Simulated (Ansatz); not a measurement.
# Sn wire along [110], 8 atoms a period, H-terminated: bands under strain

Aim: is the Sn wire along [110], 8 atoms a period, H-terminated a metal or a semiconductor?

Method: DFT PBE, plane waves, PAW; relaxation of a wire's period, in the first sound run; inputs show where later runs differ, in Ansatz 0.2.0.

Most raw output is cut from this account.

**1. The starting structure**

The cell holds 16 atoms: 8 H and 8 Sn. Its edges and angles: a = 17.133 Å, b = 14.360 Å, c = 4.702 Å, α = 90.0°, β = 90.0°, γ = 90.0°. Vacuum lies along a and b. The structure's axis is c.

**2. Relaxation of atoms and period**

Band widths follow the bond lengths, so the wire is relaxed first. The atoms and the third cell vector are free; the box across stays fixed as vacuum. A Fermi-Dirac smearing is set since the result may be a metal. The pressure printed is a third of the stress's trace over the whole box, vacuum included; only the stress along the axis is relaxed.

Input file input.yaml:

```yaml
crystal:
  lattice:
    - [17.133, 0.0, 0.0]
    - [0.0, 14.36, 0.0]
    - [0.0, 0.0, 4.7022600949]
  atoms:
    - { symbol: H, position: [0.198447441, 0.599503348, 0.0] }
    - { symbol: Sn, position: [0.257419189, 0.499999935, 0.0] }
    - { symbol: Sn, position: [0.548524075, 0.663727654, 0.0] }
    - { symbol: H, position: [0.607495823, 0.763231067, 0.0] }
    - { symbol: Sn, position: [0.645559036, 0.499999935, 0.0] }
    - { symbol: Sn, position: [0.354454151, 0.499999935, 0.5] }
    - { symbol: H, position: [0.392517364, 0.236768802, 0.5] }
    - { symbol: H, position: [0.392517364, 0.763231067, 0.5] }
    - { symbol: Sn, position: [0.451489113, 0.336272216, 0.5] }
    - { symbol: Sn, position: [0.451489113, 0.663727654, 0.5] }
    - { symbol: Sn, position: [0.742593998, 0.499999935, 0.5] }
    - { symbol: H, position: [0.801565747, 0.400496521, 0.5] }
    - { symbol: H, position: [0.801565747, 0.599503348, 0.5] }
    - { symbol: H, position: [0.198447441, 0.400496521, 0.0] }
    - { symbol: Sn, position: [0.548524075, 0.336272216, 0.0] }
    - { symbol: H, position: [0.607495823, 0.236768802, 0.0] }
kpoints:
  mp_grid: { grid: [1, 1, 18] }
scf:
  occupations: { method: fermi_dirac, width: 0.05 }
hamiltonian:
  xc: pbe
relax:
  cell: { fix: [a, b, alpha, beta, gamma] }
  max_steps: 45
  f_tol: 0.03
```

Launch:

```bash
ansatz run input.yaml --threads 4 --pin off --max-ram 16384MiB --backend cpu --events-out ev --progress --plain --runs-dir out
```

It took 84 s on 4 threads of Arm Neoverse V1, shared host; peak memory 2.5 GiB; 5.5 min of CPU time.

The steps of the relaxation:

| step | energy less that of the first step (eV) | largest force component (eV/Å) | pressure (GPa) | volume (Å³) |
| --- | --- | --- | --- | --- |
| 1 | 0.0000 | 0.2021 | -0.38 | 1156.90 |
| 2 | 0.1540 | 0.9638 | 0.47 | 1156.16 |
| 3 | -0.0719 | 0.0410 | -0.04 | 1157.95 |
| 4 | -0.0733 | 0.0195 | -0.01 | 1157.04 |
| 5* | -0.0733 | 0.0195 | -0.01 | 1157.04 |

Relaxation steps marked * repeat the geometry before them on a plane-wave basis chosen anew for their cell, so energy and pressure can jump there. Relaxation step 2 was tried and not accepted.

Forces are held to the 8 operations that the run works with; a distortion that breaks them can't arise in this run.

| cell as run | before | after | change |
| --- | --- | --- | --- |
| c (Å) | 4.702 | 4.703 | +0.0 % |

The atoms that moved most (Å, along periodic axes as changes of fractional coordinates times the final cell, across vacuum about the mean position):

| atom | dx | dy | dz | length |
| --- | --- | --- | --- | --- |
| H7 | 0.033 | 0.074 | 0.000 | 0.081 |
| H16 | -0.033 | 0.074 | 0.000 | 0.081 |
| H8 | 0.033 | -0.074 | 0.000 | 0.081 |
| H4 | -0.033 | -0.074 | 0.000 | 0.081 |
| Sn3 | -0.031 | -0.064 | 0.000 | 0.072 |
| Sn10 | 0.031 | -0.064 | 0.000 | 0.072 |
| Sn15 | -0.031 | 0.064 | 0.000 | 0.072 |
| Sn9 | 0.031 | 0.064 | 0.000 | 0.072 |

Numbers from this step:

```
cell length along the wire : 4.703 Å
```

The cell's length comes to 4.703 Å with spin left out.

**3. Bands of the perfect wire**

This step: DFT PBE, plane waves, PAW; bands of a perfect wire (Ansatz 0.2.0).

At the relaxed period the bands are computed along the axis; those that cross an energy going forward count the channels that a perfect wire would open there.

Input file input.yaml:

```yaml
crystal:
  lattice:
    - [17.133, 0.0, 0.0]
    - [0.0, 14.36, 0.0]
    - [0.0, 0.0, 4.70283791]
  atoms:
    - { symbol: H, position: [0.200923156, 0.596639096, 0.0] }
    - { symbol: Sn, position: [0.261570074, 0.5, 0.0] }
    - { symbol: Sn, position: [0.546705543, 0.659238952, 0.0] }
    - { symbol: H, position: [0.605547257, 0.758073466, 0.0] }
    - { symbol: Sn, position: [0.645178087, 0.5, 0.0] }
    - { symbol: Sn, position: [0.354821913, 0.5, 0.5] }
    - { symbol: H, position: [0.394452743, 0.241926534, 0.5] }
    - { symbol: H, position: [0.394452743, 0.758073466, 0.5] }
    - { symbol: Sn, position: [0.453294457, 0.340761048, 0.5] }
    - { symbol: Sn, position: [0.453294457, 0.659238952, 0.5] }
    - { symbol: Sn, position: [0.738429926, 0.5, 0.5] }
    - { symbol: H, position: [0.799076844, 0.403360904, 0.5] }
    - { symbol: H, position: [0.799076844, 0.596639096, 0.5] }
    - { symbol: H, position: [0.200923156, 0.403360904, 0.0] }
    - { symbol: Sn, position: [0.546705543, 0.340761048, 0.0] }
    - { symbol: H, position: [0.605547257, 0.241926534, 0.0] }
kpoints:
  mp_grid: { grid: [1, 1, 18] }
  band_path: { path: ["Γ", Z], npoints: 90 }
scf:
  occupations: { method: fermi_dirac, width: 0.05 }
hamiltonian:
  xc: pbe
output:
  dos: { e_range: [-5, 4] }
  write_potential: true
  write_density: true
  volumetric_format: npy
```

Elapsed: 1.7 min, on 4 threads; peak memory 4.4 GiB.

Numbers from this step:

| Item | Value |
| --- | --- |
| band gap | 1.332 eV |

Electronic bands along the path, in eV, zero at the Fermi level; v1 is the highest filled band, c1 the lowest empty one:

| point | v4 | v3 | v2 | v1 | c1 | c2 | c3 | c4 |
| --- | --- | --- | --- | --- | --- | --- | --- | --- |
| Γ | -1.60 | -1.32 | -1.21 | -0.66 | 0.67 | 0.77 | 0.83 | 1.06 |
| halfway | -1.95 | -1.88 | -1.86 | -1.63 | 1.78 | 1.85 | 2.04 | 2.11 |
| Z | -2.07 | -2.07 | -2.05 | -2.05 | 1.63 | 1.63 | 2.05 | 2.05 |

The gap is 1.33 eV, with spin left out.

The path shows a direct gap of 1.33 eV (valence top at Γ, conduction bottom at Γ).

**4. Strain along the wire, period over the relaxed period 0.96, k-mesh 1×1×14**

This step: DFT PBE, plane waves, PAW; relaxation at a fixed period (Ansatz 0.2.0).

The period is set to 0.96 times the relaxed one and the atoms relax within it: strain changes bond lengths and angles, which shifts the bands against each other. Against the first PBE run of this kind, the mesh along the wire has 14 points against 18.

The cell differs from the one that the last finished run ended in (c 4.703 → 4.515 Å).

input.yaml, as its differences from that of step 3:

```diff
@@ -4,3 +4,3 @@
     - [0.0, 14.36, 0.0]
-    - [0.0, 0.0, 4.70283791]
+    - [0.0, 0.0, 4.5147243936]
   atoms:
@@ -23,3 +23,3 @@
 kpoints:
-  mp_grid: { grid: [1, 1, 18] }
+  mp_grid: { grid: [1, 1, 14] }
   band_path: { path: ["Γ", Z], npoints: 90 }
@@ -29,6 +29,6 @@
   xc: pbe
+relax:
+  max_steps: 40
+  f_tol: 0.02
 output:
-  dos: { e_range: [-5, 4] }
-  write_potential: true
-  write_density: true
-  volumetric_format: npy
+  stress: true
```

Elapsed: 2.3 min, on 4 threads; peak memory 4.3 GiB; 8.8 min of CPU time.

The steps of the relaxation:

| step | energy less that of the first step (eV) | largest force component (eV/Å) |
| --- | --- | --- |
| 1 | 0.0000 | 0.4308 |
| 2 | 0.2264 | 1.0828 |
| 3 | -0.0559 | 0.0384 |
| 4 | -0.0522 | 0.0565 |
| 5 | -0.0566 | 0.0028 |

Relaxation steps 2, 4 were tried and not accepted.

Forces are held to the 8 operations that the run works with; a distortion that breaks them can't arise in this run.

The atoms that moved most (Å):

| atom | dx | dy | dz | length |
| --- | --- | --- | --- | --- |
| Sn11 | 0.089 | 0.000 | 0.000 | 0.089 |
| Sn2 | -0.089 | 0.000 | 0.000 | 0.089 |
| H12 | 0.080 | -0.004 | 0.000 | 0.080 |
| H13 | 0.080 | 0.004 | 0.000 | 0.080 |
| H14 | -0.080 | -0.004 | 0.000 | 0.080 |
| H1 | -0.080 | 0.004 | 0.000 | 0.080 |
| Sn10 | -0.036 | 0.001 | 0.000 | 0.036 |
| Sn9 | -0.036 | -0.001 | 0.000 | 0.036 |

The relaxed structure:

```xyz
16
Lattice="17.1330 0.0000 0.0000 0.0000 14.3600 0.0000 0.0000 0.0000 4.5147" Properties=species:S:1:pos:R:3
H     3.3625    8.5721    0.0000
Sn    4.3928    7.1800    0.0000
Sn    9.4027    9.4680    0.0000
H    10.4015   10.8916    0.0000
Sn   11.0718    7.1800    0.0000
Sn    6.0612    7.1800    2.2574
H     6.7315    3.4684    2.2574
H     6.7315   10.8916    2.2574
Sn    7.7303    4.8920    2.2574
Sn    7.7303    9.4680    2.2574
Sn   12.7402    7.1800    2.2574
H    13.7705    5.7879    2.2574
H    13.7705    8.5721    2.2574
H     3.3625    5.7879    0.0000
Sn    9.4027    4.8920    0.0000
H    10.4015    3.4684    0.0000
```

Numbers from this step:

```yaml
band_gap: 1.375 eV
```

Electronic bands along the path, in eV, zero at the Fermi level; v1 is the highest filled band, c1 the lowest empty one:

| point | v4 | v3 | v2 | v1 | c1 | c2 | c3 | c4 |
| --- | --- | --- | --- | --- | --- | --- | --- | --- |
| Γ | -1.93 | -1.35 | -1.23 | -0.68 | 0.69 | 0.82 | 0.85 | 1.17 |
| halfway | -2.31 | -2.28 | -2.24 | -2.03 | 1.43 | 1.52 | 1.67 | 1.75 |
| Z | -2.50 | -2.50 | -2.40 | -2.40 | 1.21 | 1.21 | 1.66 | 1.66 |

The gap is 1.37 eV, against 1.33 eV under PBE at the relaxed period.

**5. At a strained period, period over the relaxed period 0.98, k-mesh 1×1×14**

The period is set to 0.98 times the relaxed one and the atoms relax within it: strain changes bond lengths and angles, which shifts the bands against each other. Against the first PBE run of this kind, the mesh along the wire has 14 points against 18.

The cell differs from the one that the last finished run ended in (c 4.515 → 4.609 Å).

input.yaml, as its differences from that of step 4:

```diff
@@ -4,3 +4,3 @@
     - [0.0, 14.36, 0.0]
-    - [0.0, 0.0, 4.5147243936]
+    - [0.0, 0.0, 4.6087811518]
   atoms:
```

Wall time 1.9 min (4 threads); peak memory 4.4 GiB.

The steps of the relaxation:

| step | energy less that of the first step (eV) | largest force component (eV/Å) |
| --- | --- | --- |
| 1 | 0.0000 | 0.2058 |
| 2 | 0.0814 | 0.6431 |
| 3 | -0.0133 | 0.0110 |

Relaxation step 2 was tried and not accepted.

Forces are held to the 8 operations that the run works with; a distortion that breaks them can't arise in this run.

The atoms that moved most (Å):

| atom | dx | dy | dz | length |
| --- | --- | --- | --- | --- |
| Sn2 | -0.042 | 0.000 | 0.000 | 0.042 |
| Sn11 | 0.042 | 0.000 | 0.000 | 0.042 |
| H13 | 0.037 | 0.003 | 0.000 | 0.037 |
| H12 | 0.037 | -0.003 | 0.000 | 0.037 |
| H1 | -0.037 | 0.003 | 0.000 | 0.037 |
| H14 | -0.037 | -0.003 | 0.000 | 0.037 |
| Sn9 | -0.018 | 0.001 | 0.000 | 0.018 |
| Sn10 | -0.018 | -0.001 | 0.000 | 0.018 |

The relaxed structure:

```cif
data_structure
_symmetry_space_group_name_H-M 'P 1'
_symmetry_Int_Tables_number 1
_cell_length_a 17.1330
_cell_length_b 14.3600
_cell_length_c 4.6088
_cell_angle_alpha 90.000
_cell_angle_beta 90.000
_cell_angle_gamma 90.000
_cell_volume 1133.90
loop_
_atom_site_label
_atom_site_type_symbol
_atom_site_fract_x
_atom_site_fract_y
_atom_site_fract_z
_atom_site_occupancy
H1 H 0.19877 0.59685 0.00000 1
Sn2 Sn 0.25911 0.50000 0.00000 1
Sn3 Sn 0.54773 0.65916 0.00000 1
H4 H 0.60640 0.75804 0.00000 1
Sn5 Sn 0.64570 0.50000 0.00000 1
Sn6 Sn 0.35430 0.50000 0.50000 1
H7 H 0.39360 0.24196 0.50000 1
H8 H 0.39360 0.75804 0.50000 1
Sn9 Sn 0.45227 0.34084 0.50000 1
Sn10 Sn 0.45227 0.65916 0.50000 1
Sn11 Sn 0.74089 0.50000 0.50000 1
H12 H 0.80123 0.40315 0.50000 1
H13 H 0.80123 0.59685 0.50000 1
H14 H 0.19877 0.40315 0.00000 1
Sn15 Sn 0.54773 0.34084 0.00000 1
H16 H 0.60640 0.24196 0.00000 1
```

The gap is 1.37 eV, against 1.33 eV under PBE at the relaxed period.

**6. Strain along the wire, period over the relaxed period 1.02, k-mesh 1×1×13**

The period is set to 1.02 times the relaxed one and the atoms relax within it: strain changes bond lengths and angles, which shifts the bands against each other. Against the first PBE run of this kind, the mesh along the wire has 13 points against 18.

The cell differs from the one that the last finished run ended in (c 4.609 → 4.797 Å).

input.yaml, as its differences from that of step 5:

```diff
@@ -4,3 +4,3 @@
     - [0.0, 14.36, 0.0]
-    - [0.0, 0.0, 4.6087811518]
+    - [0.0, 0.0, 4.7968946682]
   atoms:
@@ -23,3 +23,3 @@
 kpoints:
-  mp_grid: { grid: [1, 1, 14] }
+  mp_grid: { grid: [1, 1, 13] }
   band_path: { path: ["Γ", Z], npoints: 90 }
```

Elapsed: 2.1 min, on 4 threads; peak memory 4.5 GiB.

Step by step:

| step | energy less that of the first step (eV) | largest force component (eV/Å) |
| --- | --- | --- |
| 1 | 0.0000 | 0.1619 |
| 2 | 0.1017 | 0.7022 |
| 3 | -0.0094 | 0.0262 |
| 4 | -0.0093 | 0.0211 |
| 5 | -0.0097 | 0.0015 |

Relaxation steps 2, 4 were tried and not accepted.

Forces are held to the 8 operations that the run works with; a distortion that breaks them can't arise in this run.

The atoms that moved most (Å):

| atom | dx | dy | dz | length |
| --- | --- | --- | --- | --- |
| Sn11 | -0.041 | 0.000 | 0.000 | 0.041 |
| Sn2 | 0.041 | 0.000 | 0.000 | 0.041 |
| H14 | 0.038 | 0.000 | 0.000 | 0.038 |
| H1 | 0.038 | 0.000 | 0.000 | 0.038 |
| H12 | -0.038 | 0.000 | 0.000 | 0.038 |
| H13 | -0.038 | 0.000 | 0.000 | 0.038 |
| H4 | -0.022 | -0.001 | 0.000 | 0.022 |
| H16 | -0.022 | 0.001 | 0.000 | 0.022 |

The relaxed structure:

```xyz
16
Lattice="17.1330 0.0000 0.0000 0.0000 14.3600 0.0000 0.0000 0.0000 4.7969" Properties=species:S:1:pos:R:3
H     3.4806    8.5675    0.0000
Sn    4.5222    7.1800    0.0000
Sn    9.3508    9.4605    0.0000
H    10.3528   10.8852    0.0000
Sn   11.0472    7.1800    0.0000
Sn    6.0858    7.1800    2.3984
H     6.7802    3.4748    2.3984
H     6.7802   10.8852    2.3984
Sn    7.7822    4.8995    2.3984
Sn    7.7822    9.4605    2.3984
Sn   12.6108    7.1800    2.3984
H    13.6524    5.7925    2.3984
H    13.6524    8.5675    2.3984
H     3.4806    5.7925    0.0000
Sn    9.3508    4.8995    0.0000
H    10.3528    3.4748    0.0000
```

The gap is 1.27 eV, against 1.33 eV under PBE at the relaxed period.

**7. At a strained period, period over the relaxed period 1.04, k-mesh 1×1×13**

The period is set to 1.04 times the relaxed one and the atoms relax within it: strain changes bond lengths and angles, which shifts the bands against each other. Against the first PBE run of this kind, the mesh along the wire has 13 points against 18.

The cell differs from the one that the last finished run ended in (c 4.797 → 4.891 Å).

input.yaml, as its differences from that of step 6:

```diff
@@ -4,3 +4,3 @@
     - [0.0, 14.36, 0.0]
-    - [0.0, 0.0, 4.7968946682]
+    - [0.0, 0.0, 4.8909514264]
   atoms:
```

Wall time 2.1 min (4 threads); peak memory 4.6 GiB; 8.5 min of CPU time.

Relaxation path:

| step | energy less that of the first step (eV) | largest force component (eV/Å) |
| --- | --- | --- |
| 1 | 0.0000 | 0.3003 |
| 2 | 0.3269 | 1.3191 |
| 3 | -0.0337 | 0.0954 |
| 4 | -0.0357 | 0.0173 |
| 5 | -0.0357 | 0.0173 |

Relaxation step 2 was tried and not accepted.

Forces are held to the 8 operations that the run works with; a distortion that breaks them can't arise in this run.

The atoms that moved most (Å):

| atom | dx | dy | dz | length |
| --- | --- | --- | --- | --- |
| Sn2 | 0.080 | 0.000 | 0.000 | 0.080 |
| Sn11 | -0.080 | 0.000 | 0.000 | 0.080 |
| H12 | -0.074 | 0.002 | 0.000 | 0.074 |
| H13 | -0.074 | -0.002 | 0.000 | 0.074 |
| H14 | 0.074 | 0.002 | 0.000 | 0.074 |
| H1 | 0.074 | -0.002 | 0.000 | 0.074 |
| H8 | 0.034 | -0.006 | 0.000 | 0.035 |
| H7 | 0.034 | 0.006 | 0.000 | 0.035 |

The relaxed structure:

```cif
data_structure
_symmetry_space_group_name_H-M 'P 1'
_symmetry_Int_Tables_number 1
_cell_length_a 17.1330
_cell_length_b 14.3600
_cell_length_c 4.8910
_cell_angle_alpha 90.000
_cell_angle_beta 90.000
_cell_angle_gamma 90.000
_cell_volume 1203.32
loop_
_atom_site_label
_atom_site_type_symbol
_atom_site_fract_x
_atom_site_fract_y
_atom_site_fract_z
_atom_site_occupancy
H1 H 0.20525 0.59653 0.00000 1
Sn2 Sn 0.26625 0.50000 0.00000 1
Sn3 Sn 0.54483 0.65855 0.00000 1
H4 H 0.60356 0.75763 0.00000 1
Sn5 Sn 0.64448 0.50000 0.00000 1
Sn6 Sn 0.35552 0.50000 0.50000 1
H7 H 0.39644 0.24237 0.50000 1
H8 H 0.39644 0.75763 0.50000 1
Sn9 Sn 0.45517 0.34145 0.50000 1
Sn10 Sn 0.45517 0.65855 0.50000 1
Sn11 Sn 0.73375 0.50000 0.50000 1
H12 H 0.79475 0.40347 0.50000 1
H13 H 0.79475 0.59653 0.50000 1
H14 H 0.20525 0.40347 0.00000 1
Sn15 Sn 0.54483 0.34145 0.00000 1
H16 H 0.60356 0.24237 0.00000 1
```

The gap is 1.20 eV, against 1.33 eV under PBE at the relaxed period.

**8. Strain along the wire, period over the relaxed period 1.06, k-mesh 1×1×13**

The period is set to 1.06 times the relaxed one and the atoms relax within it: strain changes bond lengths and angles, which shifts the bands against each other. Against the first PBE run of this kind, the mesh along the wire has 13 points against 18.

The cell differs from the one that the last finished run ended in (c 4.891 → 4.985 Å).

input.yaml, as its differences from that of step 7:

```diff
@@ -4,3 +4,3 @@
     - [0.0, 14.36, 0.0]
-    - [0.0, 0.0, 4.8909514264]
+    - [0.0, 0.0, 4.9850081846]
   atoms:
```

Run time: 2.3 min. Hardware: 4 threads; peak memory 4.7 GiB; 9.2 min of CPU time.

The electronic bands at the labelled points (eV, zero at the Fermi level; v1 is the highest filled band, c1 the lowest empty one):

| point | v4 | v3 | v2 | v1 | c1 | c2 | c3 | c4 |
| --- | --- | --- | --- | --- | --- | --- | --- | --- |
| Γ | -1.22 | -1.12 | -1.06 | -0.56 | 0.57 | 0.66 | 0.77 | 0.94 |
| halfway | -1.51 | -1.38 | -1.35 | -1.08 | 2.13 | 2.15 | 2.37 | 2.52 |
| Z | -1.60 | -1.60 | -1.50 | -1.50 | 2.14 | 2.14 | 2.52 | 2.52 |

The gap is 1.13 eV, against 1.33 eV under PBE at the relaxed period.

**9. Comparing the runs**

Times are for 4 threads of Arm Neoverse V1, shared host. Results by setting:

| no. | period over the relaxed period | k-mesh | pressure (GPa) | band gap (eV) | time | memory (GiB) |
| --- | --- | --- | --- | --- | --- | --- |
| 1 | 0.96 | 1×1×14 | 0.2623 | 1.375 | 2.3 min | 4.3 |
| 2 | 0.98 | 1×1×14 | 0.1302 | 1.372 | 1.9 min | 4.4 |
| 3 | 1.02 | 1×1×13 | -0.1188 | 1.274 | 2.1 min | 4.5 |
| 4 | 1.04 | 1×1×13 | -0.2249 | 1.202 | 2.1 min | 4.6 |
| 5 | 1.06 | 1×1×13 | -0.3153 | 1.126 | 2.3 min | 4.7 |

**10. Results**

```yaml
cell_length_pbe: 4.703 Å
gap_pbe: 1.33 eV
gap_period_scaled_by_0p96: 1.37 eV
gap_period_scaled_by_0p98: 1.37 eV
gap_period_scaled_by_1p02: 1.27 eV
gap_period_scaled_by_1p04: 1.20 eV
gap_period_scaled_by_1p06: 1.13 eV
```

In words: Under PBE the cell's length is 4.70 Å, and a gap of 1.33 eV makes it a semiconductor. Strain matters: under PBE the gap goes from 1.33 eV to 1.37 eV at 0.96 times the period, 1.37 eV at 0.98 times the period, 1.27 eV at 1.02 times the period, 1.20 eV at 1.04 times the period and 1.13 eV at 1.06 times the period.

[Logs are printed without paths, hosts, clocks, repeated set-up lines and the standing remarks that a program may print on its own settings, such as how far it seeks lower states.]

[Hosts, paths, dates, database ids (printed as entryN), source tags and the programs' standing remarks are cut or masked in the printed files.]
